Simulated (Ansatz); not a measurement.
# CuBiSeO (P4/nmm): the gap up the ladder of methods

Wanted: a ladder of band gaps for CuBiSeO (P4/nmm), from density functionals to G0W0.

Method: density functionals, hybrids and G0W0, plane waves, PAW, in Ansatz 0.2.0.

In doubt: one-shot GW on d or f shells is unsure (step 5), so the values of those runs are not to be relied on.

### Step 1. Set-up

It takes space group P4/nmm (No. 129, tetragonal). Conventional cell: a = 3.922 Å, b = 3.922 Å, c = 8.913 Å, α = 90.00°, β = 90.00°, γ = 90.00°. Nearest to Cu lie 4 Se at 2.50 Å and 4 Cu at 2.77 Å. Nearest to Bi lie 4 O at 2.32 Å and 4 Se at 3.24 Å. Nearest to Se lie 4 Cu at 2.50 Å and 4 Bi at 3.24 Å. Nearest to O lie 4 Bi at 2.32 Å. Farther neighbours and most contacts between anions are not listed.

Geometry: measured lattice cell, ions relaxed with r2SCAN; the structure entry is the Materials Project's. The runs that relaxed it are not among those shown. Spin-orbit coupling is left out unless a step names it.

The logs state that the PAW files were generated under PBE.

### Step 2. r2SCAN on the 6×6×4 mesh

Levels along a band path and on the mesh show where this functional puts the band edges.

This step: DFT, r2SCAN, plane waves, PAW; PAW set soft_1.

File input.yaml:

```yaml
crystal:
  lattice:
    - [3.9221, 0.0, 0.0]
    - [0.0, 3.9221, 0.0]
    - [0.0, 0.0, 8.9133]
  atoms:
    - { symbol: Cu, position: [0.0, 0.0, 0.5] }
    - { symbol: Cu, position: [0.5, 0.5, 0.5] }
    - { symbol: Bi, position: [0.0, 0.5, 0.8600640328] }
    - { symbol: Bi, position: [0.5, 0.0, 0.1399359672] }
    - { symbol: Se, position: [0.5, 0.0, 0.6731283907] }
    - { symbol: Se, position: [0.0, 0.5, 0.3268716093] }
    - { symbol: O, position: [0.5, 0.5, 0.0] }
    - { symbol: O, position: [0.0, 0.0, 0.0] }
kpoints:
  mp_grid: { grid: [6, 6, 4] }
  band_path:
    path:
      - [[0.0, 0.0, 0.0], [0.0, 0.5, 0.0], [0.5, 0.5, 0.0], [0.0, 0.0, 0.0], [0.0, 0.0, 0.5], [0.0, 0.5, 0.5], [0.5, 0.5, 0.5], [0.0, 0.0, 0.5]]
      - [[0.0, 0.5, 0.0], [0.0, 0.5, 0.5]]
      - [[0.5, 0.5, 0.0], [0.5, 0.5, 0.5]]
    npoints: 10
hamiltonian:
  xc: r2scan
  pseudopotentials: { kind: paw, azcp: { folder: soft_1 } }
scf:
  occupations: { method: fermi_dirac, width: 0.02 }
  n_extra_bands: 6
output:
  eigenvalues: true
  forces: true
  stress: true
```

On the command line:

```bash
> ansatz run input.yaml --threads 24 --pin off --max-ram 82944MiB --backend cuda --events-out ev --progress --plain --runs-dir out --devices 1 --max-vram 78GiB
```

Numbers of over 12 decimals in the logs are rounded to 6 here.

Output:

```text
scf.n_extra_bands = 6 over 56 filled bands (N_el = 112.0): the run solves 62 bands
GPUs: using 1 of 1 available (devices: 1).
Engine: ansatz 0.2.0, aarch64-unknown-linux-gnu
Pseudopotentials: kind: paw
Pseudopotential: Cu, paw, valence charge 19, recommended cutoff 500 eV (meta_gga), soft_1/Cu.paw.azcp
Pseudopotential: Bi, paw, valence charge 15, recommended cutoff 500 eV (meta_gga), soft_1/Bi.paw.azcp
Pseudopotential: Se, paw, valence charge 16, recommended cutoff 500 eV (meta_gga), soft_1/Se.paw.azcp
Pseudopotential: O, paw, valence charge 6, recommended cutoff 500 eV (meta_gga), soft_1/O.paw.azcp
Functional definition: r2SCAN
  parameter k0 = 0.174
  parameter k1 = 0.065
  parameter a1 = 4.9479
  exchange = r2scan_x(k0 = k0, k1 = k1, a1 = a1)
  correlation = r2scan_c
device memory: the entry about to start is reckoned to put 4.1 GiB on a device that reports 180.7 GiB free (of which the cap on the GPU budget leaves the run 78.0 GiB)
GPU FFT provider: cuFFT
GPU libraries: cuBLAS 13.8.1, cuFFT 12.4.0, cuSOLVER 12.3.2
GPU matrix products: emulated (plane waves: as basis.precision tells), large ones in fixed point in workspaces of 1.00 GiB
Crystal: 8 atoms, lattice volume = 137.112 Å³
Basis set: ecut = 500 eV, 3465 PW (Γ), exchange–correlation on 120×120×288 points (64 copies of the dense FFT grid, shifted against one another)
Bands: 62, of which v1, the nominal top of the filled ones, is band 56 counted from 1 (55 counted from 0)
Symmetry: 16 space group operations
Space group: P4/nmm (ITA 129), of the structure as read, at distance tolerance 5.2e-5 Å
k-points: 30 of 144
Non-local potential: Cu, projectors of the file, l = 0: 3, l = 1: 2, l = 2: 3, l = 3: 1
Non-local potential: Bi, projectors of the file, l = 0: 2, l = 1: 2, l = 2: 2, l = 3: 1
Non-local potential: Se, projectors of the file, l = 0: 2, l = 1: 2, l = 2: 3, l = 3: 1
Non-local potential: O, projectors of the file, l = 0: 2, l = 1: 2, l = 2: 1
PAW form: soft (Blöchl's): semilocal exchange-correlation on the pseudo side does not see the compensation charge
PAW frozen core: Cu, regenerated for the run's functional (the file was generated under x = pbe(κ = 0.804, μ = 0.219515), c = pbe(β = 0.066725))
PAW frozen core: Bi, regenerated for the run's functional (the file was generated under x = pbe(κ = 0.804, μ = 0.219515), c = pbe(β = 0.066725))
PAW frozen core: Se, regenerated for the run's functional (the file was generated under x = pbe(κ = 0.804, μ = 0.219515), c = pbe(β = 0.066725))
PAW frozen core: O, regenerated for the run's functional (the file was generated under x = pbe(κ = 0.804, μ = 0.219515), c = pbe(β = 0.066725))
PAW one-centre angular grid: Cu, 590 points (default); XC on 160 Gauss nodes
PAW one-centre angular grid: Bi, 590 points (default); XC on 160 Gauss nodes
PAW one-centre angular grid: Se, 590 points (default); XC on 160 Gauss nodes
PAW one-centre angular grid: O, 302 points (default); XC on 160 Gauss nodes
Initial density: superposition of atomic densities (chi_scale 0.1, normalization cell, long waves 63 % of neutral atoms (reshape's long-wave potential 1.63 eV rms, cloud 2.68 Å wide))
Initial wavefunctions: pseudopotential atomic-orbital guess
GPU buffer pool allocated for 64800 grid points (all kernels)
GPU transforms: local potential and band sums: pruned to the plane-wave sphere, on 30×30×72
Functional: x = r2scan, c = r2scan; τ floored in thin density (d = 2e-4 eV/Å³)
SCF iter   1: F=—  HF=-50190.396460 eV  |F-HF|=—  |Δ(HF+E_count)|=         —  Δρ=1.01e-1  dr2=4.84e1  dr2_τ=1.03e-1  ethr=3.10e-3  ⟨swp⟩=5.8  Hψ=6671  notcnv=0
preconditioner: auto → Resta (q_TF=auto, 2.638 Å⁻¹)  ε∞=4.9  [insulator: Δε(μ)=0.155 eV  Ē_g=14.023 eV  σ=0.020 eV  W_gap=0.94  n_scr=38 (ndim 8)  ℏωp=27.6 eV  f_vac=0.000  D(μ)=0.08/eV (n_scr^D=0)  ε∞_Penn≈4.9]
SCF iter   2: F=—  HF=-50184.200989 eV  |F-HF|=—  |Δ(HF+E_count)|=    6.20e0  Δρ=7.54e-2  dr2=5.77e0  dr2_τ=5.18e-1  ethr=3.10e-3  ⟨swp⟩=4.0  Hψ=4430  notcnv=0
SCF iter   3: F=—  HF=-50183.423965 eV  |F-HF|=—  |Δ(HF+E_count)|=   7.77e-1  Δρ=3.10e-2  dr2=2.78e0  dr2_τ=4.93e-2  ethr=3.10e-3  ⟨swp⟩=2.0  Hψ=4110  notcnv=0
SCF iter   4: F=—  HF=-50183.198913 eV  |F-HF|=—  |Δ(HF+E_count)|=   2.25e-1  Δρ=2.31e-2  dr2=6.27e-1  dr2_τ=3.04e-2  ethr=2.48e-3  ⟨swp⟩=2.0  Hψ=2699  notcnv=0  defer=60
SCF iter   5: F=—  HF=-50183.172927 eV  |F-HF|=—  |Δ(HF+E_count)|=   2.60e-2  Δρ=1.02e-2  dr2=9.46e-2  dr2_τ=2.45e-3  ethr=5.60e-4  ⟨swp⟩=3.2  Hψ=2816  notcnv=0
SCF iter   6: F=—  HF=-50183.187847 eV  |F-HF|=—  |Δ(HF+E_count)|=   1.49e-2  Δρ=3.71e-3  dr2=2.26e-2  dr2_τ=4.66e-4  ethr=8.44e-5  ⟨swp⟩=2.1  Hψ=2650  notcnv=0
SCF iter   7: F=—  HF=-50183.187028 eV  |F-HF|=—  |Δ(HF+E_count)|=   8.19e-4  Δρ=1.80e-3  dr2=3.42e-3  dr2_τ=2.54e-5  ethr=2.02e-5  ⟨swp⟩=2.3  Hψ=2215  notcnv=0
SCF iter   8: F=—  HF=-50183.186979 eV  |F-HF|=—  |Δ(HF+E_count)|=   4.88e-5  Δρ=2.61e-4  dr2=1.48e-4  dr2_τ=8.96e-6  ethr=3.05e-6  ⟨swp⟩=2.0  Hψ=3464  notcnv=0
SCF iter   9: F=—  HF=-50183.186769 eV  |F-HF|=—  |Δ(HF+E_count)|=   2.11e-4  Δρ=2.89e-4  dr2=6.30e-5  dr2_τ=1.67e-6  ethr=1.32e-7  ⟨swp⟩=2.0  Hψ=3300  notcnv=0
SCF iter  10: F=—  HF=-50183.187138 eV  |F-HF|=—  |Δ(HF+E_count)|=   3.69e-4  Δρ=6.90e-5  dr2=5.73e-6  dr2_τ=8.82e-8  ethr=5.62e-8  ⟨swp⟩=2.0  Hψ=3300  notcnv=0
SCF iter  11: F=—  HF=-50183.187139 eV  |F-HF|=—  |Δ(HF+E_count)|=   1.02e-6  Δρ=2.09e-5  dr2=5.17e-7  dr2_τ=9.40e-9  ethr=5.12e-9  ⟨swp⟩=2.0  Hψ=2395  notcnv=0
SCF iter  12: F=—  HF=-50183.187139 eV  |F-HF|=—  |Δ(HF+E_count)|=   1.80e-9  Δρ=8.55e-6  dr2=9.30e-8  dr2_τ=1.00e-8  ethr=8.93e-11  ⟨swp⟩=6.0  Hψ=8209  notcnv=0
SCF iter  13: F=-50183.187139 eV  HF=-50183.187139 eV  |F-HF|=1.70e-8  |Δ(HF+E_count)|=   2.40e-8  Δρ=3.60e-6  dr2=1.48e-8  dr2_τ=6.75e-10  ethr=8.30e-11  ⟨swp⟩=4.0  Hψ=6815  notcnv=0
SCF 1 converged in 13 iterations: F = -50183.187139 eV  dr2 = 1.48e-8
[...]
device memory: the entry about to start is reckoned to put 9.5 GiB on a device that reports 175.2 GiB free (of which the cap on the GPU budget leaves the run 78.0 GiB)
NSCF: frozen V_eff on 93 k-points, pencils in batches of 32, up to order 276
SCF converged after 13 iterations
Free energy (F): -50183.187139 eV
Harris-Foulkes:  -50183.187139 eV  (|F-HF|=1.70e-8)
Internal energy: -50183.187139 eV  (E = F + TS)
E sigma→0 (E₀):  -50183.187139 eV
Entropy (-TS):   -0.000000 eV (-0.000 meV/atom)
Fermi energy:    12.529153 eV
--- Per-component energies (eV) ---
  E_band       = -1735.294628
  E_kinetic    = 1583.473021
  E_local      = -20708.821414  (includes V_loc(G=0)·N_el)
  E_nonlocal   = 2032.616004
  E_hartree    = 9427.696340
  E_xc         = -713.520620
  E_vxc        = -866.159310  (∫ρ·V_xc dr)
  E_paw        = -29660.414278  (= ΣΔE_a)
  E_vpaw       = -2683.414914  (= ΣTr[D̂ρ^β])
  E_aug_tail   = 0.001685  (compensation charges beyond the density's cutoff)
  E_vtau       = 51.633886  (kinetic-family band-sum trace: ∫τ·v_τ [+ j·A + Jᵃ·Aᵃ] dr)
  E_ewald      = -12141.772984
  E_core_change = -2.444892  (= ΣΔE_core)
  E_smearing   = -0.000000  (= −TS)
  E_closure    = 0.000000  (closes the sum)
  Σ components = -50183.187139   (vs F -50183.187139, Δ=0.00e0)
--- Forces (eV/Å), atoms counted from 1 ---
  atom   1  Cu     0.00000000     0.00000000    -0.00000000
  atom   2  Cu     0.00000000     0.00000000    -0.00000000
  atom   3  Bi     0.00000000     0.00000000    -0.00088530
  atom   4  Bi     0.00000000     0.00000000     0.00088530
  atom   5  Se     0.00000000     0.00000000     0.00115443
  atom   6  Se     0.00000000     0.00000000    -0.00115443
  atom   7  O      0.00000000     0.00000000     0.00000000
  atom   8  O      0.00000000     0.00000000    -0.00000000
  max |Σ_I F_I| component: 2.75e-17 eV/Å
--- Stress (GPa, compression-positive) ---
        0.533469       0.000000       0.000000
        0.000000       0.533469       0.000000
        0.000000       0.000000       1.225164
  P = ⅓ Tr σ = 0.7640 GPa (7.640 kbar)
--- Band table (eV; the first three rows and the last of 30) ---
  k-point 0: bands = [... 52 lower, 11.0489, 11.4296, 11.8400, 11.8400, 12.8176, 13.4629, 15.7451, 15.7451, ... 2 higher]
  k-point 1: bands = [... 52 lower, 11.0489, 11.4074, 11.9963, 11.9963, 12.8556, 13.1402, 15.2878, 15.2878, ... 2 higher]
  k-point 2: bands = [... 52 lower, 11.0489, 11.4311, 12.1558, 12.1558, 12.7930, 12.9131, 14.9659, 14.9659, ... 2 higher]
  k-point 29: bands = [... 52 lower, 10.4728, 10.4728, 11.2103, 11.2103, 14.1874, 14.1874, 15.0541, 15.0541, ... 2 higher]
```

Wall time 3 s (1 × NVIDIA GB200 (shared by 2 runs) with 24 threads of Arm Neoverse V2, shared host); peak memory 1.1 GiB; 5.5 s of CPU time.

Reading the cycles: dr2 is the Hartree energy of the density residual (eV), the measure of convergence; HF is the Harris–Foulkes estimate of the energy, which meets the free energy F at convergence.

Numbers from this step:

- pressure: 0.7640 GPa
- filled bands: 56
- gap: 0.5509 eV
- valence top at: k = (0.167, 0.167, 0.000)
- conduction bottom at: Z
- least direct gap: 0.6372 eV

Over mesh and path the gap is 0.551 eV, from k = (0.167, 0.167, 0.000) to k = (0.000, 0.000, 0.500). The least direct gap found is 0.637 eV, at k = (0.000, 0.000, 0.500).

### Step 3. r2SCAN+SOC on the 6×6×4 mesh

This run has two-component orbitals with spin-orbit coupling.

This step: DFT, r2SCAN with spin-orbit coupling, plane waves, PAW; PAW set soft_1.

input.yaml, the sections that differ from step 2:

```yaml
kpoints:
  mp_grid: { grid: [6, 6, 4] }
  band_path:
    path:
      - [0.0, 0.0, 0.0]
      - [0.0, 0.5, 0.0]
      - [0.5, 0.5, 0.0]
      - [0.0, 0.0, 0.5]
      - [0.0, 0.5, 0.5]
      - [0.5, 0.5, 0.5]
      - [0.1666666667, 0.1666666667, 0.0]
    npoints: 1
hamiltonian:
  xc: r2scan
  pseudopotentials: { kind: paw_fr, azcp: { folder: soft_1 } }
scf:
  occupations: { method: fermi_dirac, width: 0.02 }
  n_extra_bands: 12
magnetization:
  noncollinear: true
  spin_orbit: true
# crystal, output: as in step 2
```

Output:

```text
[...]
GPUs: using 1 of 1 available (devices: 1).
[...]
non-collinear run that drives no moment, with spin-orbit: no starting moment large enough to seed its density (crystal.atoms[].spin), no starting occupations that ask for one, no magnetisation constraint and no magnetic field, so the semilocal B_xc is pinned to zero
concurrent solve slots: 15 of 24 are kept, ahead of what memory takes: no pass of the eigensolver takes more rounds on 15
[...]
Crystal: 8 atoms, lattice volume = 137.112 Å³
Basis set: ecut = 500 eV, 3465 PW (Γ), exchange–correlation on 120×120×288 points (64 copies of the dense FFT grid, shifted against one another)
Bands: 124, of which v1, the nominal top of the filled ones, is band 112 counted from 1 (111 counted from 0)
Symmetry: 16 space group operations + 16 with time reversal
[...]
k-points: 30 of 144
Projection manifold: j_resolved (fully-relativistic pseudo-atomic orbitals)
[...]
SCF iter   1: F=—  HF=-50111.855834 eV  |F-HF|=—  |Δ(HF+E_count)|=         —  Δρ=1.04e-1  dr2=5.02e1  dr2_τ=3.18e-2  dr2_m=0.00e0 (ungated)  ethr=3.10e-3  |M|=0.00e0 ∫|m|=0.00e0 μB  |m|>n=0.0e0 m-floor=0.0e0 τ_xc=0.0e0  β_m=0.30  ⟨swp⟩=6.9  Hψ=9030  notcnv=0
[...]
spin=Noncollinear: Resta preconditioning applied to the charge; magnetization (m_x, m_y, m_z) channels mix plain (no charge-response kernel on spin).
[...]
SCF 1 converged in 13 iterations: F = -50104.460005 eV  dr2 = 5.35e-8
[...]
SCF converged after 13 iterations
[...]
```

Wall time 3.6 s (1 × NVIDIA GB200 (shared by 2 runs) with 24 threads); peak memory 1.6 GiB; 20 s of CPU time.

This step gave:

| Item | Value |
| --- | --- |
| pressure | 1.226 GPa |
| gap | 0.2228 eV |
| valence top at | Z |
| conduction bottom at | Z |
| least direct gap | 0.2228 eV |

Over mesh and listed points the gap is 0.223 eV, direct, at k = (0.000, 0.000, 0.500). r2SCAN+SOC against r2SCAN: 0.223 − 0.551 = −0.328 eV. Mesh, set of files and cutoff are the same, but the valence top lies at another k point, so this need not be the shift of one pair of states. The spin-orbit run sees mesh and listed points alone, so its gap is an upper bound: the coupling can move an edge off these points, and the change over the zone, its sign included where it is small, is not known.

### Step 4. HSE06 on the 4×4×2 mesh

HSE06 mixes in a quarter of exact exchange at short range.

This step: DFT, HSE06, plane waves, PAW; PAW set soft_1.

input.yaml: that of step 3 with these lines changed.

```diff
@@ -15,3 +15,3 @@
 kpoints:
-  mp_grid: { grid: [6, 6, 4] }
+  mp_grid: { grid: [4, 4, 2] }
   band_path:
@@ -27,13 +27,8 @@
 hamiltonian:
-  xc: r2scan
-  pseudopotentials: { kind: paw_fr, azcp: { folder: soft_1 } }
+  xc: hse06
+  pseudopotentials: { kind: paw, azcp: { folder: soft_1 } }
 scf:
-  occupations: { method: fermi_dirac, width: 0.02 }
-  n_extra_bands: 12
-magnetization:
-  noncollinear: true
-  spin_orbit: true
+  occupations: { method: fixed }
+  n_extra_bands: 6
 output:
   eigenvalues: true
-  forces: true
-  stress: true
```

Output:

```text
[...]
GPUs: using 1 of 1 available (devices: 1).
[...]
davidson cushion auto → on  (no smearing: the cushion is to keep the highest requested band from converging to the state above it; pin scf.eigensolver.cushion to override)
[...]
Crystal: 8 atoms, lattice volume = 137.112 Å³
Basis set: ecut = 420 eV, 2701 PW (Γ)
Bands: 62, of which v1, the nominal top of the filled ones, is band 56 counted from 1 (55 counted from 0)
[...]
E sigma→0 (E₀):  -50129.814995 eV
Fermi energy:    11.636023 eV
[...]
--- Band table (eV; the first three rows and the last of 12) ---
  k-point 0: bands = [... 52 lower, 9.8397, 10.8520, 11.2433, 11.2433, 12.8411, 13.5088, 15.9003, 15.9003]
  k-point 1: bands = [... 52 lower, 9.8117, 10.9942, 11.5916, 11.5916, 12.8431, 12.8662, 15.0995, 15.0995]
  k-point 2: bands = [... 52 lower, 10.5404, 10.9393, 11.2357, 11.4337, 14.1284, 14.6114, 14.7319, 15.4045]
  k-point 11: bands = [... 52 lower, 9.1470, 9.1470, 10.1169, 10.1169, 14.2768, 14.2768, 15.2902, 15.2902]
[key lines of the parts left out:]
Free energy (F): -50129.814995 eV
```

It took 6.7 s on 1 × NVIDIA GB200 (shared by 2 runs) with 24 threads; peak memory 1.5 GiB; 45 s of CPU time.

This step gave:

* gap: 1.124 eV
* valence top at: k = (0.167, 0.167, 0.000)
* conduction bottom at: Γ
* least direct gap: 1.251 eV
* exact-exchange fraction: 0.25

Over mesh and listed points the gap is 1.124 eV, from k = (0.167, 0.167, 0.000) to k = Γ. The least direct gap found is 1.251 eV, at k = (0.000, 0.000, 0.500). On the 4×4×2 mesh alone the same run gives 1.205 eV, so that mesh misses an edge of HSE06: 1.205 − 1.124 = +0.081 eV. HSE06 against r2SCAN: 1.124 − 0.551 = +0.573 eV. The runs also differ in mesh (6×6×4 and 4×4×2) and plane-wave cutoff (500 eV and 420 eV), and the conduction bottom lies at another k point, so how much of this comes from the functional alone is not known. The program's warnings for this run: metallic iterate.

### Step 5. G0W0@r2SCAN, 4×4×2 mesh, 880 empty bands, screening to 200 eV, PAW set soft_1 files

G0W0 replaces the xc potential by a self-energy built once from the orbitals of the start. Levels are corrected in the window of bands that the input names, at points of the mesh.

This step: G0W0 on r2SCAN, plane waves, PAW; PAW set soft_1.

input.yaml: that of step 4 with these lines changed.

```diff
@@ -16,14 +16,4 @@
   mp_grid: { grid: [4, 4, 2] }
-  band_path:
-    path:
-      - [0.0, 0.0, 0.0]
-      - [0.0, 0.5, 0.0]
-      - [0.5, 0.5, 0.0]
-      - [0.0, 0.0, 0.5]
-      - [0.0, 0.5, 0.5]
-      - [0.5, 0.5, 0.5]
-      - [0.1666666667, 0.1666666667, 0.0]
-    npoints: 1
 hamiltonian:
-  xc: hse06
+  xc: r2scan
   pseudopotentials: { kind: paw, azcp: { folder: soft_1 } }
@@ -31,4 +21,7 @@
   occupations: { method: fixed }
-  n_extra_bands: 6
-output:
-  eigenvalues: true
+gw:
+  n_empty_bands: 880
+  ecut_chi: 200.0
+  qp_bands: [v2, c2]
+  qp_kpoints: band_edges
+  screening: { model: contour_deformation }
```

Output:

```text
GPUs: using 1 of 1 available (devices: 1).
[...]
Crystal: 8 atoms, lattice volume = 137.112 Å³
Basis set: ecut = 500 eV, 3465 PW (Γ), exchange–correlation on 120×120×288 points (64 copies of the dense FFT grid, shifted against one another)
Bands: 68, of which v1, the nominal top of the filled ones, is band 56 counted from 1 (55 counted from 0)
Symmetry: 16 space group operations
[...]
k-points: 12 of 32
[...]
1    57     12.7858    -9.6906    -3.9592   -13.5600  0.7751    12.6965    12.6961  root
     1    58     12.9063   -15.8924    -2.5739   -18.5212  0.7534    12.9613    12.9612  root
[...]
10    55     11.0444   -43.6149     7.9920   -35.7419  0.6303    11.1623    11.1633  root
    10    56     11.0444   -43.6149     7.9920   -35.7419  0.6303    11.1623    11.1633  root
    10    57     13.1656   -14.7349    -2.7662   -17.5710  0.7553    13.2358    13.2356  root
    10    58     13.1656   -14.7349    -2.7662   -17.5710  0.7553    13.2358    13.2356  root
[key lines of the parts left out:]
SCF converged after 12 iterations
```

Wall time 25 s (1 × NVIDIA GB200 (shared by 2 runs) with 24 threads); peak memory 3.9 GiB.

This step gave:

```
bands summed                                    : 936
RPA ε∞ on this mesh (eigenvalues)               : 11.35, 19.82, 19.82
plane waves in the screening matrix             : 905
G0W0 gap over the corrected points              : 0.5607 eV
k of the valence top                            : 0, 0.25, -0.5
k of the conduction bottom                      : 0, 0, -0.5
starting gap on the mesh                        : 0.5878 eV
Z at the valence top                            : 0.6982
Z at the conduction bottom                      : 0.7751
least direct G0W0 gap over the corrected points : 0.5847 eV
```

Over 10 of 12 irreducible mesh points the G0W0 gap is 0.561 eV, from k = (0.000, 0.250, -0.500) to k = (0.000, 0.000, -0.500). The r2SCAN gap of this run on the mesh is 0.588 eV. The two states that bound the G0W0 gap lie that far apart at the start, so the correction of the gap is 0.561 − 0.588 = −0.027 eV.

(Continued in part 2 of 2.)

[Paths, hosts, dates, memory and timing lines, banners, echoed tables and standing remarks are left out of the program output.]

[Logs are printed without paths, hosts, clocks, repeated set-up lines and the standing remarks that a program may print on its own settings, such as how far it seeks lower states.]

[Runs of the session that timed out or met a known fault of the program may be left out.]

[Cells called generated may have been cut or substituted from an entry of the Crystallography Open Database or the Materials Project.]

[Hosts, paths, dates, database ids (printed as entryN), source tags and the programs' standing remarks are cut or masked in the printed files.]

[Where an RPA ε∞ is given, it is that of the G0W0 mesh and is not shown converged in it. Names of k-points follow the symmetry that the program found, which can be lower than the space group named. Band edges on a path are those of the sampled points; other points can move an edge, and change direct to indirect where valleys lie close.]

[Hybrid gaps are those of their k-mesh and are not shown converged in it.]
